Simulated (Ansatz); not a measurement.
**Zn7Sn, from a guessed structure to a relaxed one**

This structure for Zn7Sn is made up. Its elements were placed in a known structure type with a cell scaled to their sizes. What cell does the guess relax to, and how far off was it?

Program: Ansatz 0.2.0. Level of theory: DFT, PBEsol, plane-wave PAW, files of the set soft_1, scalar-relativistic, no spin, cell and ions relaxed at zero pressure; PAW set soft_1. Results are calculated unless marked as measured.

## 1. The starting structure

Symmetry: Fm-3m, No. 225, cubic system. Conventional cell: a = 7.871 Å, b = 7.871 Å, c = 7.871 Å, α = 90.00°, β = 90.00°, γ = 90.00°. Nearest to Sn lie 12 Zn at 2.78 Å. Nearest to Zn lie 12 Zn at 2.78 Å. Nearest to Zn lie 10 Zn at 2.78 Å and 2 Sn at 2.78 Å. Farther neighbours are not listed.

## 2. Relaxation of the guess

The guess takes its coordinates from another compound and its volume from a rule, so the cell and any free coordinates are relaxed together.

Input file input.yaml:

```yaml
crystal:
  lattice:
    - [0.0, 3.9355, 3.9355]
    - [3.9355, 0.0, 3.9355]
    - [3.9355, 3.9355, 0.0]
  atoms:
    - { symbol: Sn, position: [0.0, 0.0, 0.0] }
    - { symbol: Zn, position: [0.5, 0.5, 0.5] }
    - { symbol: Zn, position: [0.5, 0.0, 0.0] }
    - { symbol: Zn, position: [0.0, 0.5, 0.0] }
    - { symbol: Zn, position: [0.5, 0.5, 0.0] }
    - { symbol: Zn, position: [0.0, 0.5, 0.5] }
    - { symbol: Zn, position: [0.5, 0.0, 0.5] }
    - { symbol: Zn, position: [0.0, 0.0, 0.5] }
kpoints:
  mp_grid: { grid: [6, 6, 6] }
scf:
  occupations: { method: fermi_dirac, width: 0.05 }
hamiltonian:
  xc: pbesol
  pseudopotentials: { kind: paw, azcp: { folder: soft_1 }, xc_functional: pbe }
relax:
  f_tol: 0.015
  max_steps: 70
  cell: {}
output:
  forces: true
  stress: true
```

Run with:

```sh
ansatz run input.yaml --threads 4 --pin off --max-ram 10240MiB --backend cpu --events-out ev --progress --plain --runs-dir out
```

Numbers of over 12 decimals in the logs are rounded to 6 here.

Log:

```text
Engine: ansatz 0.2.0, x86_64-unknown-linux-gnu
Pseudopotentials: kind: paw
Pseudopotential: Sn, paw, valence charge 14, recommended cutoff 420 eV (normal), soft_1/Sn.paw.azcp
Pseudopotential: Zn, paw, valence charge 12, recommended cutoff 420 eV (normal), soft_1/Zn.paw.azcp
Functional definition: PBEsol
  exchange = pbesol_x
  correlation = pbesol_c
Crystal: 8 atoms, lattice volume = 121.907 Å³
Basis set: ecut = 420 eV, 2421 PW (Γ), exchange–correlation on 80×80×80 points (8 copies of the dense FFT grid, shifted against one another)
Bands: 59, of which v1, the nominal top of the filled ones, is band 49 counted from 1 (48 counted from 0)
Symmetry: 48 space group operations
Space group: Fm-3m (ITA 225), of the structure as read, at distance tolerance 5.0e-5 Å
k-points: 16 of 216
Non-local potential: Sn, projectors of the file, l = 0: 2, l = 1: 2, l = 2: 2, l = 3: 1
Non-local potential: Zn, projectors of the file, l = 0: 2, l = 1: 2, l = 2: 3, l = 3: 1
PAW form: soft (Blöchl's): semilocal exchange-correlation on the pseudo side does not see the compensation charge
PAW frozen core: Sn, regenerated for the run's functional, and the local potential with it (the file was generated under x = pbe(κ = 0.804, μ = 0.219515), c = pbe(β = 0.066725))
PAW frozen core: Zn, regenerated for the run's functional, and the local potential with it (the file was generated under x = pbe(κ = 0.804, μ = 0.219515), c = pbe(β = 0.066725))
PAW one-centre angular grid: Sn, 590 points (default); XC on 64 Gauss nodes
PAW one-centre angular grid: Zn, 590 points (default); XC on 64 Gauss nodes
Initial density: superposition of atomic densities (chi_scale 0.1, normalization cell, long waves kept (reshape's long-wave potential 0.00 eV rms))
Initial wavefunctions: pseudopotential atomic-orbital guess
Functional: x = pbesol(κ = 0.804, μ = 0.123457), c = pbesol(β = 0.046)
SCF iter   1: F=—  HF=-28916.105608 eV  |F-HF|=—  |Δ(HF+E_count)|=         —  Δρ=4.87e-2  dr2=2.50e0  ethr=3.10e-3  ⟨swp⟩=8.4  Hψ=4467  notcnv=0  defer=5
preconditioner: auto → Kerker (q_TF=auto, 2.631 Å⁻¹)  [metal: Δε(μ)=0.086 eV  Ē_g=11.498 eV  σ=0.050 eV  W_gap=0.36  n_scr=26 (ndim 8)  ℏωp=33.3 eV  f_vac=0.000  D(μ)=3.69/eV (n_scr^D=26)]
SCF iter   2: F=—  HF=-28915.476605 eV  |F-HF|=—  |Δ(HF+E_count)|=   6.29e-1  Δρ=2.11e-2  dr2=3.64e-1  ethr=2.55e-3  ⟨swp⟩=2.0  Hψ=1889  notcnv=0  defer=38
SCF iter   3: F=—  HF=-28915.355519 eV  |F-HF|=—  |Δ(HF+E_count)|=   1.21e-1  Δρ=1.30e-2  dr2=2.21e-1  ethr=3.72e-4  ⟨swp⟩=2.1  Hψ=1870  notcnv=0  defer=37
SCF iter   4: F=—  HF=-28915.299865 eV  |F-HF|=—  |Δ(HF+E_count)|=   5.57e-2  Δρ=5.18e-3  dr2=1.36e-2  ethr=2.26e-4  ⟨swp⟩=2.0  Hψ=1772  notcnv=0  defer=37
SCF iter   5: F=—  HF=-28915.303248 eV  |F-HF|=—  |Δ(HF+E_count)|=   3.38e-3  Δρ=1.51e-3  dr2=1.60e-3  ethr=1.38e-5  ⟨swp⟩=2.8  Hψ=1888  notcnv=0  defer=37
SCF iter   6: F=—  HF=-28915.302669 eV  |F-HF|=—  |Δ(HF+E_count)|=   5.79e-4  Δρ=4.53e-4  dr2=1.52e-4  ethr=1.63e-6  ⟨swp⟩=2.0  Hψ=1666  notcnv=0  defer=37
SCF iter   7: F=—  HF=-28915.302698 eV  |F-HF|=—  |Δ(HF+E_count)|=   2.89e-5  Δρ=3.22e-4  dr2=8.27e-5  ethr=1.55e-7  ⟨swp⟩=2.0  Hψ=1588  notcnv=0  defer=37
SCF iter   8: F=—  HF=-28915.302675 eV  |F-HF|=—  |Δ(HF+E_count)|=   2.28e-5  Δρ=5.26e-5  dr2=5.05e-6  ethr=8.44e-8  ⟨swp⟩=2.0  Hψ=1560  notcnv=0  defer=37
SCF iter   9: F=—  HF=-28915.302674 eV  |F-HF|=—  |Δ(HF+E_count)|=   1.21e-6  Δρ=1.26e-5  dr2=2.65e-7  ethr=5.16e-9  ⟨swp⟩=2.6  Hψ=1571  notcnv=0  defer=37
SCF iter  10: F=-28915.302674 eV  HF=-28915.302674 eV  |F-HF|=1.78e-9  |Δ(HF+E_count)|=   4.66e-8  Δρ=1.83e-6  dr2=4.65e-9  ethr=1.02e-10  ⟨swp⟩=4.9  Hψ=3370  notcnv=0
SCF 1 converged in 10 iterations: F = -28915.302674 eV  dr2 = 4.65e-9
  greatest PAW one-centre occupation: 0.991 electrons in one spin orbital (limit 2), on the Sn atom at site 0 (counted from 0), in its partial waves of l = 2
relax step   1: F+E_penalty+E_count = -28915.30267369 eV  Δ(F+E_penalty+E_count) = +0.000e0 eV  max|allowed force component| = 5.468e-29 eV/Å  Δτ_max = 0.0000 Å  P = +3.389 GPa  Ω = 121.907 Å³  (10 SCF iters, dr2 threshold 1.00e-7 eV, accepted)
Crystal: 8 atoms, lattice volume = 126.743 Å³
Basis set: ecut = 420 eV, 2445 PW (Γ), exchange–correlation on 80×80×80 points (8 copies of the dense FFT grid, shifted against one another)
Initial density: handed on by an earlier stage of this run
Initial wavefunctions: those handed on with the density
iter 1 solved again at ethr=1.07e-5 eV; its pass at ethr=3.10e-3 eV (dr2=1.05e-2 eV) is discarded
SCF iter   1: F=—  HF=-28915.353246 eV  |F-HF|=—  |Δ(HF+E_count)|=         —  Δρ=3.62e-3  dr2=1.13e-2  ethr=1.07e-5  ⟨swp⟩=2.1  Hψ=5014  notcnv=0
preconditioner: auto → Kerker (q_TF=auto, 2.614 Å⁻¹)  [metal: Δε(μ)=0.051 eV  Ē_g=11.994 eV  σ=0.050 eV  W_gap=0.25  n_scr=50 (ndim 8)  ℏωp=32.7 eV  f_vac=0.000  D(μ)=3.71/eV (n_scr^D=26)]
SCF iter   2: F=—  HF=-28915.350318 eV  |F-HF|=—  |Δ(HF+E_count)|=   2.93e-3  Δρ=1.07e-3  dr2=7.66e-4  ethr=1.07e-5  ⟨swp⟩=2.0  Hψ=1576  notcnv=0
SCF iter   3: F=—  HF=-28915.349935 eV  |F-HF|=—  |Δ(HF+E_count)|=   3.83e-4  Δρ=6.74e-4  dr2=5.71e-4  ethr=7.81e-7  ⟨swp⟩=2.0  Hψ=1595  notcnv=0
SCF iter   4: F=—  HF=-28915.349872 eV  |F-HF|=—  |Δ(HF+E_count)|=   6.34e-5  Δρ=3.10e-4  dr2=6.95e-5  ethr=5.83e-7  ⟨swp⟩=2.4  Hψ=1678  notcnv=0
SCF iter   5: F=—  HF=-28915.349882 eV  |F-HF|=—  |Δ(HF+E_count)|=   9.68e-6  Δρ=7.41e-5  dr2=4.74e-6  ethr=7.09e-8  ⟨swp⟩=2.0  Hψ=1718  notcnv=0
SCF iter   6: F=-28915.349880 eV  HF=-28915.349880 eV  |F-HF|=2.27e-7  |Δ(HF+E_count)|=   1.31e-6  Δρ=1.76e-5  dr2=3.97e-7  ethr=8.16e-10  ⟨swp⟩=4.9  Hψ=3558  notcnv=0
SCF 2 converged in 6 iterations: F = -28915.349880 eV  dr2 = 3.97e-7
relax step   2: F+E_penalty+E_count = -28915.34987998 eV  Δ(F+E_penalty+E_count) = -4.721e-2 eV  max|allowed force component| = 6.368e-29 eV/Å  Δτ_max = 0.0000 Å  P = +0.051 GPa  Ω = 126.743 Å³  energy of the carried Pulay correction = -2.745e-3 eV  (6 SCF iters, dr2 threshold 8.00e-7 eV, accepted)
Crystal: 8 atoms, lattice volume = 126.820 Å³
iter 1 solved again at ethr=9.58e-9 eV; its pass at ethr=3.10e-3 eV (dr2=9.39e-6 eV) is discarded
SCF iter   1: F=—  HF=-28915.349856 eV  |F-HF|=—  |Δ(HF+E_count)|=         —  Δρ=6.76e-5  dr2=4.36e-6  ethr=9.58e-9  ⟨swp⟩=2.0  Hψ=3871  notcnv=0
preconditioner: auto → Kerker (q_TF=auto, 2.614 Å⁻¹)  [metal: Δε(μ)=0.051 eV  Ē_g=11.947 eV  σ=0.050 eV  W_gap=0.25  n_scr=50 (ndim 8)  ℏωp=32.6 eV  f_vac=0.000  D(μ)=3.72/eV (n_scr^D=26)]
SCF iter   2: F=—  HF=-28915.349851 eV  |F-HF|=—  |Δ(HF+E_count)|=   4.43e-6  Δρ=2.31e-5  dr2=6.15e-7  ethr=4.45e-9  ⟨swp⟩=2.0  Hψ=1503  notcnv=0
SCF iter   3: F=—  HF=-28915.349851 eV  |F-HF|=—  |Δ(HF+E_count)|=   2.02e-7  Δρ=1.65e-5  dr2=3.67e-7  ethr=6.28e-10  ⟨swp⟩=2.0  Hψ=1501  notcnv=0
SCF iter   4: F=—  HF=-28915.349851 eV  |F-HF|=—  |Δ(HF+E_count)|=   8.61e-8  Δρ=7.55e-6  dr2=2.86e-8  ethr=3.74e-10  ⟨swp⟩=2.3  Hψ=1750  notcnv=0
SCF iter   5: F=-28915.349851 eV  HF=-28915.349851 eV  |F-HF|=1.70e-9  |Δ(HF+E_count)|=   5.98e-9  Δρ=1.22e-6  dr2=1.30e-9  ethr=6.73e-12  ⟨swp⟩=4.9  Hψ=3477  notcnv=0
SCF 3 converged in 5 iterations: F = -28915.349851 eV  dr2 = 1.30e-9
relax step   3: F+E_penalty+E_count = -28915.34985094 eV  Δ(F+E_penalty+E_count) = +2.904e-5 eV  max|allowed force component| = 2.888e-29 eV/Å  Δτ_max = 0.0000 Å  P = +0.004 GPa  Ω = 126.820 Å³  energy of the carried Pulay correction = -2.788e-3 eV  (5 SCF iters, dr2 threshold 6.59e-9 eV, accepted)
Initial wavefunctions: pseudopotential atomic-orbital guess (no wavefunctions were taken with the density)
iter 1 solved again at ethr=2.91e-7 eV; its pass at ethr=3.10e-3 eV (dr2=2.85e-4 eV) is discarded
SCF iter   1: F=—  HF=-28915.352534 eV  |F-HF|=—  |Δ(HF+E_count)|=         —  Δρ=3.66e-4  dr2=9.27e-6  ethr=2.91e-7  ⟨swp⟩=3.0  Hψ=7356  notcnv=0
preconditioner: auto → Kerker (q_TF=auto, 2.614 Å⁻¹)  [metal: Δε(μ)=0.051 eV  Ē_g=11.946 eV  σ=0.050 eV  W_gap=0.25  n_scr=50 (ndim 8)  ℏωp=32.6 eV  f_vac=0.000  D(μ)=3.72/eV (n_scr^D=26)]
SCF iter   2: F=—  HF=-28915.352561 eV  |F-HF|=—  |Δ(HF+E_count)|=   2.67e-5  Δρ=2.65e-4  dr2=2.41e-5  ethr=9.46e-9  ⟨swp⟩=2.0  Hψ=1656  notcnv=0
SCF iter   3: F=—  HF=-28915.352567 eV  |F-HF|=—  |Δ(HF+E_count)|=   6.82e-6  Δρ=6.82e-5  dr2=9.00e-7  ethr=9.46e-9  ⟨swp⟩=2.0  Hψ=1557  notcnv=0
SCF iter   4: F=—  HF=-28915.352566 eV  |F-HF|=—  |Δ(HF+E_count)|=   1.69e-6  Δρ=1.45e-5  dr2=4.75e-8  ethr=9.19e-10  ⟨swp⟩=2.0  Hψ=1655  notcnv=0
SCF iter   5: F=—  HF=-28915.352566 eV  |F-HF|=—  |Δ(HF+E_count)|=   2.70e-7  Δρ=2.87e-6  dr2=3.44e-9  ethr=4.85e-11  ⟨swp⟩=2.0  Hψ=1655  notcnv=0
SCF iter   6: F=—  HF=-28915.352566 eV  |F-HF|=—  |Δ(HF+E_count)|=   4.22e-9  Δρ=1.01e-6  dr2=5.94e-10  ethr=3.51e-12  ⟨swp⟩=2.0  Hψ=1733  notcnv=0
SCF iter   7: F=—  HF=-28915.352566 eV  |F-HF|=—  |Δ(HF+E_count)|=  2.58e-10  Δρ=4.62e-7  dr2=1.23e-10  ethr=1.00e-12  ⟨swp⟩=2.0  Hψ=1619  notcnv=0
SCF iter   8: F=-28915.352566 eV  HF=-28915.352566 eV  |F-HF|=0.00e0  |Δ(HF+E_count)|=  4.73e-11  Δρ=1.04e-7  dr2=1.21e-11  ethr=1.00e-12  ⟨swp⟩=4.0  Hψ=3125  notcnv=0
SCF 4 converged in 8 iterations: F = -28915.352566 eV  dr2 = 1.21e-11
relax step   4: F+E_penalty+E_count = -28915.35256592 eV  Δ(F+E_penalty+E_count) = -2.715e-3 eV  max|allowed force component| = 2.579e-29 eV/Å  Δτ_max = 0.0000 Å  P = -0.002 GPa  Ω = 126.820 Å³  stress off target by 1.98e-3 GPa  SCF on the basis re-selected at this cell (its energy is not comparable with the rows above)  (8 SCF iters)
basis re-selected at this cell: Δ(F+E_penalty+E_count) = -2.715e-3 eV, ΔP = -0.006 GPa vs the last step (what re-selecting the basis moved, of the pressure what is left beyond the Pulay correction that the steps carried, after the strain that the cell walked since its last selection, with what the two solves' SCF thresholds leave and, on support functions, any second-order correction that the steps lacked; it is no m [...]
SCF converged after 8 iterations
Free energy (F): -28915.352566 eV
Harris-Foulkes:  -28915.352566 eV  (|F-HF|=0.00e0)
Internal energy: -28915.324367 eV  (E = F + TS)
E sigma→0 (E₀):  -28915.338466 eV
Entropy (-TS):   -0.028199 eV (-3.525 meV/atom)
Fermi energy:    11.478044 eV
--- Per-component energies (eV) ---
  E_band       = 317.613354
  E_kinetic    = 1203.512632
  E_local      = -13072.070894  (includes V_loc(G=0)·N_el)
  E_nonlocal   = 5875.892941
  E_hartree    = 4996.898774
  E_xc         = -672.255285
  E_vxc        = -444.168369  (∫ρ·V_xc dr)
  E_paw        = -17302.940508  (= ΣΔE_a)
  E_vpaw       = -3239.348930  (= ΣTr[D̂ρ^β])
  E_aug_tail   = -0.001540  (compensation charges beyond the density's cutoff)
  E_ewald      = -9950.226819
  E_core_change = 5.866330  (= ΣΔE_core)
  E_smearing   = -0.028199  (= −TS)
  E_closure    = -0.000000  (closes the sum)
  Σ components = -28915.352566   (vs F -28915.352566, Δ=0.00e0)
--- Forces (eV/Å), atoms counted from 1 ---
  atom   1  Sn    -0.00000000     0.00000000     0.00000000
  atom   2  Zn     0.00000000    -0.00000000     0.00000000
  atom   3  Zn     0.00000000    -0.00000000    -0.00000000
  atom   4  Zn     0.00000000     0.00000000     0.00000000
  atom   5  Zn     0.00000000    -0.00000000     0.00000000
  atom   6  Zn     0.00000000     0.00000000     0.00000000
  atom   7  Zn     0.00000000     0.00000000     0.00000000
  atom   8  Zn     0.00000000     0.00000000    -0.00000000
  max |Σ_I F_I| component: 1.05e-28 eV/Å
--- Stress (GPa, compression-positive) ---
       -0.001982      -0.000000      -0.000000
       -0.000000      -0.001982      -0.000000
       -0.000000       0.000000      -0.001982
  P = ⅓ Tr σ = -0.0020 GPa (-0.020 kbar)
--- Relaxed structure (3 steps of the walk, 3 accepted, 1 SCFs on fresh bases) ---
  F+E_penalty+E_count = -28915.35256592 eV   max|allowed force component| = 2.579e-29 eV/Å   (the final SCF, on the basis selected at the relaxed cell)
  cell:  # Å, volume = 126.8203 Å³
    - [0, 3.987673, 3.987673]
    - [3.987673, 0, 3.987673]
    - [3.987673, 3.987673, 0]
  atoms:
    - { symbol: Sn, position: [0, 0, 0] }
    - { symbol: Zn, position: [0.5, 0.5, 0.5] }
    - { symbol: Zn, position: [0.5, 0.0, 0.0] }
    - { symbol: Zn, position: [0.0, 0.5, 0.0] }
    - { symbol: Zn, position: [0.5, 0.5, 0.0] }
    - { symbol: Zn, position: [0.0, 0.5, 0.5] }
    - { symbol: Zn, position: [0.5, 0.0, 0.5] }
    - { symbol: Zn, position: [0, 0, 0.5] }
```

Elapsed: 5.4 s, on 4 threads of INTEL XEON PLATINUM 8581C at 2.10GHz (Emerald Rapids), shared host; peak memory 0.61 GiB; 19 s of CPU time.

Relaxation path:

| step | energy less that of the first step (eV) | largest force component (eV/Å) | pressure (GPa) | volume (Å³) |
| --- | --- | --- | --- | --- |
| 1 | 0.0000 | 0.0000 | 3.39 | 121.91 |
| 2 | -0.0472 | 0.0000 | 0.05 | 126.74 |
| 3 | -0.0472 | 0.0000 | 0.00 | 126.82 |
| 4* | -0.0499 | 0.0000 | 0.00 | 126.82 |

Relaxation steps marked * repeat the geometry before them on a plane-wave basis chosen anew for their cell, so energy and pressure can jump there.

The run keeps the 48 symmetry operations that it works with, so distortions that break them were not tested.

| conventional cell, symmetrised | before | after | change |
| --- | --- | --- | --- |
| a (Å) | 7.871 | 7.975 | +1.3 % |
| b (Å) | 7.871 | 7.975 | +1.3 % |
| c (Å) | 7.871 | 7.975 | +1.3 % |
| volume (Å³/atom) | 15.24 | 15.85 | +4.0 % |

The relaxed structure:

```xyz
8
Lattice="0.0000 3.9877 3.9877 3.9877 0.0000 3.9877 3.9877 3.9877 0.0000" Properties=species:S:1:pos:R:3 pbc="T T T"
Sn    0.0000    0.0000    0.0000
Zn    3.9877    3.9877    3.9877
Zn    0.0000    1.9938    1.9938
Zn    1.9938    0.0000    1.9938
Zn    1.9938    1.9938    3.9877
Zn    3.9877    1.9938    1.9938
Zn    1.9938    3.9877    1.9938
Zn    1.9938    1.9938    0.0000
```

Numbers from this step:

- free energy: -28915.3526 eV
- energy at zero smearing: -28915.3385 eV
- smearing term TS: 0.02820 eV
- Fermi energy: 11.48 eV
- electrons: 98
- symmetry operations: 48
- pressure: -0.001982 GPa

Shortest distances by pair of elements, guess and relaxed (not always the same contact):

| pair | guess (Å) | relaxed (Å) |
| --- | --- | --- |
| Sn–Zn | 2.783 | 2.820 |
| Zn–Zn | 2.783 | 2.820 |

The relaxation ends with a pressure of 0.00 GPa.

## 3. What came out

```yaml
space_group_relaxed: Fm-3m
conventional_cell: a = 7.975, b = 7.975, c = 7.975 Å; α = 90.0°, β = 90.0°, γ = 90.0°
volume_per_atom: 15.85 Å³ (guess 15.24)
```

What this shows: Zn7Sn relaxes to Fm-3m with a = 7.975, b = 7.975 and c = 7.975 Å. The guessed volume was 4 % too small. The space group Fm-3m was held in the relaxation, so the end point is a stationary structure within it and may be a saddle against distortions or other arrangements. Mesh and cutoff weren't tested. No dispersion term is used, so weakly bound directions may come out too long. Nothing here tests whether the compound is stable against decomposition.

[Logs are printed without paths, hosts, clocks, repeated set-up lines and the standing remarks that a program may print on its own settings, such as how far it seeks lower states.]

[Hosts, paths, dates, database ids (printed as entryN), source tags and the programs' standing remarks are cut or masked in the printed files.]
